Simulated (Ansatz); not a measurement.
# Mg7Ir, from a guessed structure to a relaxed one, part 2 of 2

This structure for Mg7Ir is made up. Its elements were placed in a known structure type with a cell scaled to their sizes. What cell does the guess relax to, and how far off was it?

Ansatz 0.2.0; DFT, r2SCAN, plane-wave PAW, files of the set soft_1, scalar-relativistic, no spin, cell and ions relaxed at zero pressure; PAW set soft_1 (the session's first sound run).

So far: Set-up; Relaxation of the guess. The relaxed cell has a = 6.088, c = 4.818 Å (conventional setting).

### 3. Electronic structure of the relaxed cell

A second self-consistent run takes a narrower smearing and the mesh shown in its input; the bands follow along the standard path of the relaxed lattice.

This step: DFT, r2SCAN, plane-wave PAW, files of the set soft_1, scalar-relativistic, no spin, bands and density of states at the relaxed cell; PAW set soft_1 (Ansatz 0.2.0).

Contents of input.yaml:

```yaml
crystal:
  lattice:
    - [6.0875315409, 0.0, 0.0]
    - [-3.0437657704, 5.2719569608, 0.0]
    - [0.0, 0.0, 4.8184691891]
  atoms:
    - { symbol: Ir, position: [0.0, 0.0, 0.0] }
    - { symbol: Mg, position: [0.3333333333, 0.6666666667, 0.5] }
    - { symbol: Mg, position: [0.8446988146, 0.6893976292, 0.5] }
    - { symbol: Mg, position: [0.8446988146, 0.1553011854, 0.5] }
    - { symbol: Mg, position: [0.3106023708, 0.1553011854, 0.5] }
    - { symbol: Mg, position: [0.9997434731, 0.4998717366, 0.0] }
    - { symbol: Mg, position: [0.5001282634, 0.4998717366, 0.0] }
    - { symbol: Mg, position: [0.5001282634, 0.0002565269, 0.0] }
kpoints:
  mp_grid: { grid: [6, 6, 6] }
  band_path:
    path:
      - [[0.0, 0.0, 0.0], [0.5, 0.0, 0.0], [0.33333333, 0.33333333, 0.0], [0.0, 0.0, 0.0], [0.0, 0.0, 0.5], [0.5, 0.0, 0.5], [0.33333333, 0.33333333, 0.5], [0.0, 0.0, 0.5]]
      - [[0.5, 0.0, 0.5], [0.5, 0.0, 0.0]]
      - [[0.33333333, 0.33333333, 0.0], [0.33333333, 0.33333333, 0.5]]
    npoints: 8
scf:
  occupations: { method: fermi_dirac, width: 0.03 }
  n_extra_bands: 12
hamiltonian:
  xc: r2scan
  pseudopotentials: { kind: paw, azcp: { folder: soft_1 } }
output:
  forces: true
  stress: true
  write_bands: true
  dos: { projected: true }
  write_density: true
  write_potential: true
  elf: true
  volumetric_format: npy
```

On the command line:

```bash
> ansatz run input.yaml --threads 4 --pin off --max-ram 10240MiB --backend cpu --events-out ev --progress --plain --runs-dir out
```

Numbers of over 12 decimals in the logs are rounded to 6 here.

Output:

```text
[...]
Crystal: 8 atoms, lattice volume = 154.640 Å³
Basis set: ecut = 500 eV, 3941 PW (Γ), exchange–correlation on 180×180×144 points (64 copies of the dense FFT grid, shifted against one another)
Bands: 56, of which v1, the nominal top of the filled ones, is band 44 counted from 1 (43 counted from 0)
Symmetry: 12 space group operations
[...]
k-points: 28 of 216 (time reversal used)
[...]
SCF iter   1: F=—  HF=-25437.687039 eV  |F-HF|=—  |Δ(HF+E_count)|=         —  Δρ=9.10e-2  dr2=2.91e1  dr2_τ=1.09e0  ethr=3.10e-3  ⟨swp⟩=7.9  Hψ=6583  notcnv=0  defer=30
[...]
SCF iter  10: F=-25435.443880 eV  HF=-25435.443880 eV  |F-HF|=1.60e-8  |Δ(HF+E_count)|=   3.21e-7  Δρ=2.18e-6  dr2=2.09e-8  dr2_τ=5.14e-10  ethr=1.15e-10  ⟨swp⟩=14.1  Hψ=11068  notcnv=0
SCF 1 converged in 10 iterations: F = -25435.443880 eV  dr2 = 2.09e-8
[...]
NSCF: frozen V_eff on 75 k-points
SCF converged after 10 iterations
Free energy (F): -25435.443880 eV
[...]
Internal energy: -25435.431977 eV  (E = F + TS)
E sigma→0 (E₀):  -25435.437929 eV
Entropy (-TS):   -0.011903 eV (-1.488 meV/atom)
Fermi energy:    8.034250 eV
[...]
--- Forces (eV/Å), atoms counted from 1 ---
  atom   1  Ir    -0.00000000     0.00000000     0.00000000
  atom   2  Mg    -0.00000000    -0.00000000     0.00000000
  atom   3  Mg     0.00000000     0.01783252     0.00000000
  atom   4  Mg     0.01544342    -0.00891626     0.00000000
  atom   5  Mg    -0.01544342    -0.00891626     0.00000000
  atom   6  Mg     0.00208729     0.00120510     0.00000000
  atom   7  Mg    -0.00208729     0.00120510     0.00000000
  atom   8  Mg    -0.00000000    -0.00241019     0.00000000
  max |Σ_I F_I| component: 9.54e-18 eV/Å
--- Stress (GPa, compression-positive) ---
       -0.071417       0.000000       0.000000
        0.000000      -0.071417       0.000000
        0.000000       0.000000       0.228977
  P = ⅓ Tr σ = 0.0287 GPa (0.287 kbar)
--- Band table (eV; the first three rows and the last of 28) ---
  k-point 0: bands = [... 40 lower, 6.2053, 6.3753, 6.6189, 7.8017, 7.8017, 9.2103, 11.6446, 11.6619, ... 8 higher]
  k-point 1: bands = [... 40 lower, 6.6464, 6.6464, 7.3565, 7.7036, 7.7036, 10.2026, 10.3241, 10.7048, ... 8 higher]
  k-point 2: bands = [... 40 lower, 7.1129, 7.1129, 7.4788, 7.4788, 7.4976, 8.7631, 8.9123, 10.2818, ... 8 higher]
  k-point 27: bands = [... 40 lower, 6.3813, 6.6000, 6.6988, 8.5399, 9.6630, 9.7272, 10.0496, 10.8417, ... 8 higher]
```

The job ended after 16 s (4 threads of Intel Xeon Platinum 8488C (Sapphire Rapids), shared host; peak memory 1.2 GiB; 62 s of CPU time).

Numbers from this step:

| Quantity | Value |
| --- | --- |
| free energy | -25435.4439 eV |
| energy at zero smearing | -25435.4379 eV |
| smearing term TS | 0.01190 eV |
| Fermi energy | 8.034 eV |
| pressure | 0.02871 GPa |

From bands.tsv, the bands that come nearest the Fermi level along the path, at its corners, in eV from the Fermi level:

| point | band 40 | band 41 | band 42 | band 43 | band 44 | band 45 | band 46 | band 47 |
| --- | --- | --- | --- | --- | --- | --- | --- | --- |
| Γ | -1.83 | -1.83 | -1.66 | -1.42 | -0.23 | -0.23 | 1.18 | 3.61 |
| M | -1.89 | -1.08 | 0.01 | 0.76 | 0.90 | 1.14 | 1.83 | 2.03 |
| K | -2.06 | -0.23 | 0.30 | 0.62 | 0.82 | 0.93 | 1.20 | 1.23 |
| Γ | -1.83 | -1.83 | -1.66 | -1.42 | -0.23 | -0.23 | 1.18 | 3.61 |
| A | -1.15 | -0.97 | -0.97 | -0.83 | -0.44 | -0.44 | 0.00 | 0.03 |
| L | -1.86 | -1.64 | -1.48 | -1.21 | -0.28 | -0.28 | 2.91 | 3.26 |
| H | -1.68 | -1.65 | -1.43 | -1.34 | 0.51 | 1.63 | 1.69 | 2.02 |
| A | -1.15 | -0.97 | -0.97 | -0.83 | -0.44 | -0.44 | 0.00 | 0.03 |
| L | -1.86 | -1.64 | -1.48 | -1.21 | -0.28 | -0.28 | 2.91 | 3.26 |
| M | -1.89 | -1.08 | 0.01 | 0.76 | 0.90 | 1.14 | 1.83 | 2.03 |
| K | -2.06 | -0.23 | 0.30 | 0.62 | 0.82 | 0.93 | 1.20 | 1.23 |
| H | -1.68 | -1.65 | -1.43 | -1.34 | 0.51 | 1.63 | 1.69 | 2.02 |

States per cell as run, both spins, in windows of 1 eV, from dos.tsv (zero at the Fermi level):

| from | to | total |
| --- | --- | --- |
| -8 | -7 | 0.46 |
| -7 | -6 | 1.09 |
| -6 | -5 | 1.72 |
| -5 | -4 | 1.95 |
| -4 | -3 | 2.97 |
| -3 | -2 | 5.39 |
| -2 | -1 | 5.72 |
| -1 | 0 | 3.64 |
| 0 | 1 | 2.94 |
| 1 | 2 | 2.31 |
| 2 | 3 | 3.44 |
| 3 | 4 | 3.51 |
| 4 | 5 | 3.66 |

Below -8 eV lie 64.0 more states.

Valence density in the ab plane at fractional z = 0.000, with atoms of Ir and Mg within 0.2 Å of it. It is the smooth field of the valence electrons, not physical close to the nuclei.

Ten steps, logarithmic in the rise over the least value, from '_' (0 e/Å³) to '@' (23 e/Å³), each cell a mean:
```
##**--..____::%%@@##::____..==**##
**--..______::++++::______..==****
--..______________________..--====
..________________________....::..
__________________________________
__________________________________
++++::__________==**==__________::
@@%%--________++%%@@**________::##
@@##..______::##@@@@==________++@@
##::________::####++__________++%%
..__________..::::____________::::
__________________________________
__......__________________________
::--::::..______________________..
++++==::..______..--::________..--
####++--..____::##%%++______..--**
%%##++::____..##@@@@++____..--**##
```
Columns run along a (6.1 Å), rows up along b (6.1 Å). Atoms in or near the plane, at fractional coordinates: Ir at (0.00, 0.00), Mg at (0.00, 0.50), Mg at (0.50, 0.50), Mg at (0.50, 0.00).

Electrostatic potential energy in the ab plane at fractional z = 0.000, with atoms of Ir and Mg within 0.2 Å of it. With pseudopotentials it is smooth inside the atoms' cores, unlike the true potential.

Ten even steps from '0' (-82 eV) to '9' (10 eV), each cell a mean:
```
14799972037999731
47999975579999743
89999988899999877
99999999999999999
99999999999999999
88899999988999999
44799998645899997
02699985104899973
03899972016999850
37999973258999852
89999987789999877
99999999999999999
99999999999999999
98899999999999999
54689999867899997
22489997314899974
12599983004899841
```
Columns run along a (6.1 Å; values clipped at the 3rd and 97th percentile), rows up along b (6.1 Å). Atoms in or near the plane, at fractional coordinates: Ir at (0.00, 0.00), Mg at (0.00, 0.50), Mg at (0.50, 0.50), Mg at (0.50, 0.00).

ELF in the ab plane at fractional z = 0.000, with atoms of Ir and Mg within 0.2 Å of it. It is the smooth field of the valence electrons, not physical close to the nuclei.

Values, 9 rows by 16 columns, each cell a mean:
```
0.53 0.47 0.33 0.36 0.31 0.08 0.25 0.28 0.24 0.16 0.21 0.37 0.31 0.39 0.56 0.54
0.36 0.34 0.38 0.43 0.36 0.19 0.15 0.18 0.25 0.35 0.41 0.37 0.32 0.34 0.39 0.39
0.26 0.19 0.18 0.33 0.55 0.62 0.59 0.46 0.28 0.18 0.19 0.32 0.44 0.44 0.43 0.38
0.23 0.28 0.12 0.19 0.56 0.53 0.25 0.18 0.23 0.27 0.12 0.17 0.49 0.46 0.22 0.18
0.19 0.27 0.11 0.34 0.41 0.13 0.23 0.25 0.20 0.26 0.12 0.35 0.43 0.13 0.23 0.25
0.17 0.19 0.35 0.42 0.29 0.08 0.15 0.20 0.17 0.21 0.43 0.53 0.34 0.07 0.16 0.20
0.36 0.34 0.32 0.36 0.41 0.38 0.35 0.38 0.42 0.42 0.43 0.48 0.48 0.39 0.34 0.34
0.44 0.47 0.41 0.33 0.39 0.49 0.42 0.23 0.16 0.14 0.08 0.21 0.49 0.48 0.39 0.38
0.49 0.56 0.48 0.34 0.40 0.28 0.15 0.25 0.21 0.31 0.14 0.23 0.42 0.35 0.46 0.53
```
Columns run along a (6.1 Å), rows up along b (6.1 Å). Atoms in or near the plane, at fractional coordinates: Ir at (0.00, 0.00), Mg at (0.00, 0.50), Mg at (0.50, 0.50), Mg at (0.50, 0.00).

### 4. What came out

```yaml
space_group_relaxed: P-6m2
conventional_cell: a = 6.088, b = 6.088, c = 4.818 Å; α = 90.0°, β = 90.0°, γ = 120.0°
volume_per_atom: 19.33 Å³ (guess 20.70)
```

**Reading.** Mg7Ir relaxes to P-6m2 with a = 6.088, b = 6.088 and c = 4.818 Å. The guessed volume was 7 % too large. The space group P-6m2 was held in the relaxation, so the end point is a stationary structure within it and may be a saddle against distortions or other arrangements. Bands cross the Fermi level, so it is a metal or semimetal at this level. The electron count is odd, which forces that without spin polarisation or a larger cell. On the 6×6×6 mesh with the narrower smearing (relaxed on 5×5×6) the largest force component is 0.018 eV/Å and the largest stress component is 0.229 GPa, against the relaxation's thresholds of 0.015 eV/Å and 0.05 GPa. The cutoff wasn't tested. Spin-orbit coupling is left out, which can matter for elements this heavy. No dispersion term is used, so weakly bound directions may come out too long. The runs have no spin, and magnetism wasn't tested. Nothing here tests whether the compound is stable against decomposition.

[Logs are printed without paths, hosts, clocks, repeated set-up lines and the standing remarks that a program may print on its own settings, such as how far it seeks lower states.]

[Hosts, paths, dates, database ids (printed as entryN), source tags and the programs' standing remarks are cut or masked in the printed files.]
